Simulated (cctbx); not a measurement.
# A crystallographic session in cctbx: Cs3Si4Pt4

Library: cctbx 2025.11. The data are simulated by the first script.

## 1. Simulate the data

run.py:

```python
from cctbx import adptbx, crystal, miller, sgtbx, xray
from cctbx.array_family import flex
from iotbx.shelx import hklf
from scitbx import matrix
import scitbx.random

cs = crystal.symmetry(unit_cell=(9.066, 9.066, 9.066, 90, 90, 90), space_group_symbol='Hall: I -4 2 3')  # I-43m
atoms = [  # label, site, U (iso, or U11 U22 U33 U12 U13 U23 in A^2), occupancy
    ("Pt1", (0.6414, 0.3586, 0.3586), (0.0188, 0.0188, 0.0188, -0.0003, -0.0003, 0.0003), 1),
    ("Cs1", (0, 0.5, 0), (0.0139, 0.0139, 0.0139, 0.0000, 0.0000, 0.0000), 1),
    ("Si1", (0.3147, 0.3147, 0.3147), (0.0274, 0.0274, 0.0274, 0.0008, 0.0008, 0.0008), 1),
]
xs = xray.structure(crystal_symmetry=cs)
for label, site, u, occ in atoms:
    u = adptbx.u_cif_as_u_star(cs.unit_cell(), u) if isinstance(u, tuple) else u
    xs.add_scatterer(xray.scatterer(label, site=site, u=u, occupancy=occ))
xs.set_inelastic_form_factors(1.54184, "sasaki")
xs.show_summary()
p1 = xs.expand_to_p1()
ms = miller.build_set(p1, anomalous_flag=True, d_min=0.83)
flex.set_random_seed(296081)
scitbx.random.set_random_seed(296081)
ms = ms.select(flex.random_double(ms.size()) < 0.95)
i = ms.structure_factors_from_scatterers(p1, algorithm="direct").f_calc().as_intensity_array().data()
i = i * 20000 / flex.max(i)
sig = flex.sqrt(i + flex.pow2(0.02 * i) + 8 ** 2)
noise = scitbx.random.variate(scitbx.random.normal_distribution())(i.size())
data = ms.array(data=i + sig * noise, sigmas=sig).set_observation_type_xray_intensity()
with open("data.hkl", "w") as f:
    data.export_as_shelx_hklf(f)
print("reflections written:", data.size(), " <I/sigma> = %.1f" % flex.mean(data.data() / data.sigmas()))
for h, a, b in list(data.sort("data"))[:12]:
    print("%4d%4d%4d %9.1f %7.1f" % (h + (a, b)))
```

```console
$ python run.py
```

```text
Number of scatterers: 3
At special positions: 3
Unit cell: (9.066, 9.066, 9.066, 90, 90, 90)
Space group: I -4 3 m (No. 217)
reflections written: 5179  <I/sigma> = 13.7
   0   4  -4   20749.8   424.3
   4  -4   0   20557.5   424.3
   0  -4  -4   20286.6   424.3
  -4   0  -4   20269.1   424.3
   4   0   4   20225.1   424.3
  -4   4   0   20146.1   424.3
  -4   0   4   20128.2   424.3
   0   4   4   19805.1   424.3
  -4  -4   0   19735.4   424.3
   4   4   0   19719.3   424.3
   0  -4   4   19524.5   424.3
   4   0  -4   19335.9   424.3
```

It took 0.4 s on 1 thread of Arm Neoverse N1, on a shared host, peak memory 0.07 GiB.

## 2. Symmetry

run.py:

```python
from cctbx import crystal, sgtbx, statistics
from cctbx.array_family import flex
from iotbx.shelx import hklf

p1 = crystal.symmetry(unit_cell=(9.066, 9.066, 9.066, 90, 90, 90), space_group_symbol="P 1")
raw = hklf.reader(file_name="data.hkl").as_miller_arrays(crystal_symmetry=p1, anomalous=True)[0]
print(raw.size(), "reflections to d = %.3f A" % raw.d_min())
isig = raw.data() / raw.sigmas()
print("centring   violations  <I/sigma> of those")
best = "P"
for c in "ABCIRF":
    a = raw.customized_copy(space_group_info=sgtbx.space_group_info("Hall: %s 1" % c)).sys_absent_flags().data()
    m = flex.mean(isig.select(a))
    print("%5s %10d of %5d %8.1f" % (c, (isig.select(a) > 4).count(True), a.count(True), m))
    if (isig.select(a) > 4).count(True) < 0.01 * a.count(True):
        best = c
raw = raw.select(~raw.customized_copy(space_group_info=sgtbx.space_group_info("Hall: %s 1" % best)).sys_absent_flags().data())
isig = raw.data() / raw.sigmas()
rows = []
for s in sgtbx.space_group_symbol_iterator():
    g = sgtbx.space_group(s)
    if g.conventional_centring_type_symbol() != best or not g.is_compatible_unit_cell(p1.unit_cell(), 1e-3, 0.02):
        continue
    rows.append((s, g))
print("Laue class    unique    Rint  (classes that these axes allow; Friedel mates merged)")
rint = {}
for s, g in rows:
    laue = g.build_derived_patterson_group()
    key = laue.type().hall_symbol()
    if key not in rint:
        m = raw.customized_copy(space_group_info=laue.info(), anomalous_flag=False).merge_equivalents()
        rint[key] = m.r_int()
        print("%-14s %6d %7.3f" % (laue.type().lookup_symbol(), m.array().size(), m.r_int()))
floor = min(rint.values())
good = [(s, g) for s, g in rows if rint[g.build_derived_patterson_group().type().hall_symbol()] < 2 * floor + 0.03]
top = max(g.build_derived_patterson_group().order_z() for s, g in good)
print("space group    extra absences  I>4sigma  <I/sigma>")
for s, g in good:
    laue = g.build_derived_patterson_group()
    if laue.order_z() != top:
        continue
    a = raw.customized_copy(space_group_info=g.info()).sys_absent_flags().data()
    a &= ~raw.customized_copy(space_group_info=laue.info()).sys_absent_flags().data()
    bad = (isig.select(a) > 4).count(True)
    if bad <= 0.03 * a.count(True):
        print("%-16s %8d %10d %9s  %s" % (s.universal_hermann_mauguin(), a.count(True), bad, "%.1f" % flex.mean(isig.select(a)) if a.count(True) else "-", "centric" if g.is_centric() else "acentric"))
laue = max(good, key=lambda t: t[1].build_derived_patterson_group().order_z())[1].build_derived_patterson_group()
f = raw.customized_copy(space_group_info=laue.info(), anomalous_flag=False).merge_equivalents().array().eliminate_sys_absent().f_sq_as_f()
f.set_observation_type_xray_amplitude()
bins = max(3, min(8, f.size() // 12))
f.setup_binner(n_bins=bins)
w = statistics.wilson_plot(f, {e: n / laue.order_z() for e, n in {'Pt': 8.0, 'Cs': 6.0, 'Si': 8.0}.items()}, e_statistics=True)
print("Wilson B = %.2f A^2   <|E^2-1|> = %.3f (0.968 centric, 0.736 acentric)   E^2>4: %.1f %%" % (w.wilson_b, w.mean_e_sq_minus_1, w.percent_e_sq_gt_2))
print("shell (A)         n   <I/sigma>")
m = raw.customized_copy(space_group_info=laue.info(), anomalous_flag=False).merge_equivalents().array().eliminate_sys_absent()
for b in m.setup_binner(n_bins=bins).range_used():
    sel = m.binner().selection(b)
    print("%5.2f - %4.2f %6d %8.1f" % (min(m.binner().bin_d_range(b)[0] if m.binner().bin_d_range(b)[0] > 0 else 99, 99), m.binner().bin_d_range(b)[1], sel.count(True), flex.mean((m.data() / m.sigmas()).select(sel))))
```

```console
$ python run.py
```

```text
5179 reflections to d = 0.835 A
centring   violations  <I/sigma> of those
    A       1214 of  2588     12.8
    B       1213 of  2581     12.9
    C       1205 of  2575     12.8
    I          1 of  2575     -0.0
    R       1661 of  3458     13.8
    F       1816 of  3872     12.8
Laue class    unique    Rint  (classes that these axes allow; Friedel mates merged)
I 1 2/m 1         731   0.044
I 1 1 2/m         731   0.043
I 2/m 1 1         731   0.044
I m m m           414   0.045
I 4/m             368   0.045
I 4/m m m         227   0.045
I m -3            140   0.045
I m -3 m           90   0.046
space group    extra absences  I>4sigma  <I/sigma>
I 4 3 2                 0          0         -  acentric
I -4 3 m                0          0         -  acentric
I m -3 m                0          0         -  centric
Wilson B = 1.15 A^2   <|E^2-1|> = 0.603 (0.968 centric, 0.736 acentric)   E^2>4: 0.0 %
shell (A)         n   <I/sigma>
 6.41 - 1.59     17    129.5
 1.59 - 1.26     14     98.6
 1.26 - 1.11     12     90.5
 1.11 - 1.01     11     96.2
 1.01 - 0.93     12     72.6
 0.93 - 0.88     12     84.4
 0.88 - 0.83     12     86.3
```

Time: 0.48 s.

## 3. Charge flipping

run.py:

```python
import itertools
from cctbx import crystal, maptbx
from cctbx.array_family import flex
from iotbx.shelx import hklf
from smtbx.ab_initio import charge_flipping as cf

cs = crystal.symmetry(unit_cell=(9.066, 9.066, 9.066, 90, 90, 90), space_group_symbol='Hall: I -4 2 3')  # I-43m
raw = hklf.reader(file_name="data.hkl").as_miller_arrays(crystal_symmetry=cs, anomalous=True)[0]
merged = raw.eliminate_sys_absent().merge_equivalents()
fo2 = merged.array().set_observation_type_xray_intensity()
f = fo2.average_bijvoet_mates().f_sq_as_f().resolution_filter(d_min=0.83)
p1 = f.expand_to_p1()
p1.setup_binner_counting_sorted(reflections_per_bin=max(40, p1.size() // 12))
work = p1.array(data=p1.data() / p1.amplitude_quasi_normalisations().data())
flex.set_random_seed(67550)
it = cf.weak_reflection_improved_iterator(delta=None, weak_reflection_fraction=0.2)
it.start(work, phases=flex.random_double(p1.size()) * 6.2832, f_000=0)
it.delta = 0.9 * it.rho_map.sigma()
print("cycle      R  skewness")
for n, st in enumerate(itertools.islice(it, 6)):
    if n % 1 == 0:
        print("%5d %6.3f %8.2f" % (n, st.r1_factor(), st.rho_map.skewness()))
rho = p1.phase_transfer(it.f_calc).fft_map().apply_volume_scaling()
polish = cf.low_density_elimination_iterator(constant_rho_c=rho.sigma())
polish.start(f_obs=p1, phases=it.f_calc, f_000=0)
for _ in range(8):
    next(polish)
print("origin shift          correlation  skewness")
maps = []
for fc, shift, cc in itertools.islice(cf.f_calc_symmetrisations(f, polish.f_calc, 0), 4):
    m = f.phase_transfer(fc).fft_map(symmetry_flags=maptbx.use_space_group_symmetry, resolution_factor=0.25).apply_sigma_scaling()
    maps.append((m.skewness(), cc, m))
    print("%6.3f %6.3f %6.3f %10.3f %9.2f" % (tuple(shift) + (cc, m.skewness())))
skew, cc, m = max((t for t in maps if t[1] > maps[0][1] - 0.04), key=lambda t: t[0])
print("taken: symmetry correlation %.3f, skewness %.2f" % (cc, skew))
peaks = m.peak_search(parameters=maptbx.peak_search_parameters(min_distance_sym_equiv=0.9, max_clusters=8)).all()
sps = cs.special_position_settings(min_distance_sym_equiv=0.5)
print("peak      x       y       z  mult  height/sigma")
for k, (x, h) in enumerate(zip(peaks.sites(), peaks.heights())):
    ss = sps.site_symmetry(x)
    print("Q%-3d %7.4f %7.4f %7.4f %4d %8.1f" % ((k + 1,) + tuple(t % 1 for t in ss.exact_site()) + (ss.multiplicity(), h)))
```

```console
$ python run.py
```

```text
cycle      R  skewness
    0  0.549     0.29
    1  0.479     0.88
    2  0.403     1.22
    3  0.378     1.44
    4  0.372     1.56
    5  0.382     1.68
origin shift          correlation  skewness
 0.333  0.323  0.139      0.869      0.90
 0.396  0.497  0.944      0.834      0.89
 0.398  0.501  0.446      0.856      0.63
 0.061  0.613  0.248      0.864      0.87
taken: symmetry correlation 0.869, skewness 0.90
peak      x       y       z  mult  height/sigma
Q1    0.0820  0.0820  0.9180    8      7.3
Q2    0.1487  0.1487  0.2427   24      5.2
Q3    0.0000  0.0000  0.0000    2      3.3
Q4    0.0149  0.1093  0.7801   48      2.9
Q5    0.0185  0.2449  0.3958   48      2.6
Q6    0.0157  0.1421  0.5556   48      2.5
Q7    0.1360  0.1360  0.7340   24      2.2
Q8    0.0659  0.0659  0.6428   24      2.1
```

Time: 0.67 s.

This run holds a fault made on purpose: far too few cycles.

## 4. Charge flipping

run.py, as its changes from the last script of this kind:

```diff
@@ -20,2 +20,2 @@
-for n, st in enumerate(itertools.islice(it, 6)):
-    if n % 1 == 0:
+for n, st in enumerate(itertools.islice(it, 200)):
+    if n % 16 == 0:
```

```console
$ python run.py
```

```text
cycle      R  skewness
    0  0.549     0.29
   16  0.374     2.12
   32  0.380     2.45
   48  0.405     2.92
   64  0.281     7.57
   80  0.258     7.10
   96  0.266     6.98
  112  0.257     6.98
  128  0.265     6.98
  144  0.250     6.77
  160  0.256     6.96
  176  0.250     6.99
  192  0.256     6.96
origin shift          correlation  skewness
 0.116  0.473  0.720      0.884      1.29
 0.443  0.473  0.270      0.824      2.19
 0.296  0.598  0.398      0.842      3.66
 0.418  0.360  0.531      0.836      0.41
taken: symmetry correlation 0.884, skewness 1.29
peak      x       y       z  mult  height/sigma
Q1    0.0428  0.0428  0.7280   24      7.0
Q2    0.1805  0.1805  0.1805    8      6.1
Q3    0.1715  0.1715  0.3141   24      3.7
Q4    0.0800  0.3424  0.3424   24      3.6
Q5    0.0448  0.0448  0.9552    8      2.8
Q6    0.1076  0.1076  0.7974   24      2.5
Q7    0.0644  0.1513  0.2881   48      1.8
Q8    0.1418  0.2432  0.7568   24      1.2
```

Time: 0.84 s.

## 5. Charge flipping

run.py, as its changes from the last script of this kind:

```diff
@@ -13,3 +13,2 @@
-p1.setup_binner_counting_sorted(reflections_per_bin=max(40, p1.size() // 12))
-work = p1.array(data=p1.data() / p1.amplitude_quasi_normalisations().data())
-flex.set_random_seed(67550)
+work = p1
+flex.set_random_seed(67551)
@@ -20,2 +19,2 @@
-for n, st in enumerate(itertools.islice(it, 200)):
-    if n % 16 == 0:
+for n, st in enumerate(itertools.islice(it, 400)):
+    if n % 33 == 0:
```

```console
$ python run.py
```

```text
cycle      R  skewness
    0  0.536     0.38
   33  0.374     2.27
   66  0.387     2.45
   99  0.387     2.88
  132  0.383     3.34
  165  0.258     7.19
  198  0.263     6.98
  231  0.256     6.95
  264  0.247     6.87
  297  0.244     6.82
  330  0.253     6.81
  363  0.254     6.90
  396  0.252     6.91
origin shift          correlation  skewness
 0.333  0.213  0.336      0.862      0.81
 0.301  0.961  0.681      0.850      1.13
 0.194  0.052  0.945      0.830      0.43
 0.426  0.579  0.983      0.821      0.69
taken: symmetry correlation 0.850, skewness 1.13
peak      x       y       z  mult  height/sigma
Q1    0.1413  0.1413  0.8587    8      8.8
Q2    0.0000  0.2500  0.5000   12      5.7
Q3    0.2004  0.2004  0.7218   24      3.7
Q4    0.1202  0.1202  0.6531   24      3.4
Q5    0.0646  0.2286  0.7714   24      3.1
Q6    0.2035  0.2035  0.2035    8      2.8
Q7    0.0708  0.1614  0.4295   48      2.8
Q8    0.0000  0.0000  0.2359   12      2.4
```

Time: 0.98 s.

## 6. Charge flipping

run.py, as its changes from the last script of this kind:

```diff
@@ -13,2 +13,3 @@
-work = p1
-flex.set_random_seed(67551)
+p1.setup_binner_counting_sorted(reflections_per_bin=max(40, p1.size() // 12))
+work = p1.array(data=p1.data() / p1.amplitude_quasi_normalisations().data())
+flex.set_random_seed(67552)
@@ -19,2 +20,2 @@
-for n, st in enumerate(itertools.islice(it, 400)):
-    if n % 33 == 0:
+for n, st in enumerate(itertools.islice(it, 600)):
+    if n % 50 == 0:
```

```console
$ python run.py
```

```text
cycle      R  skewness
    0  0.544     0.31
   50  0.253     7.18
  100  0.249     6.89
  150  0.262     7.13
  200  0.256     6.94
  250  0.260     6.98
  300  0.248     6.87
  350  0.255     6.97
  400  0.261     7.02
  450  0.256     6.95
  500  0.256     6.93
  550  0.266     7.03
origin shift          correlation  skewness
 0.425  0.133  0.389      0.867      2.27
 0.314  0.162  0.694      0.880      0.63
 0.419  0.550  0.790      0.865      0.52
 0.077  0.511  0.760      0.851      1.79
taken: symmetry correlation 0.867, skewness 2.27
peak      x       y       z  mult  height/sigma
Q1    0.0000  0.0000  0.0000    2     15.1
Q2    0.0000  0.0000  0.5000    6      6.4
Q3    0.0412  0.3102  0.3102   24      6.4
Q4    0.1377  0.1377  0.6572   24      4.0
Q5    0.2242  0.2242  0.2242    8      3.2
Q6    0.1230  0.1230  0.3370   24      2.8
Q7    0.0156  0.4039  0.4039   24      2.5
Q8    0.0000  0.0000  0.7346   12      2.4
```

Run time: 1.1 s on 1 thread of Arm Neoverse N1, with other jobs on the host, peak memory 0.08 GiB.

[Logs are printed without paths, hosts, clocks, repeated set-up lines and the standing remarks that a program may print on its own settings, such as how far it seeks lower states.]
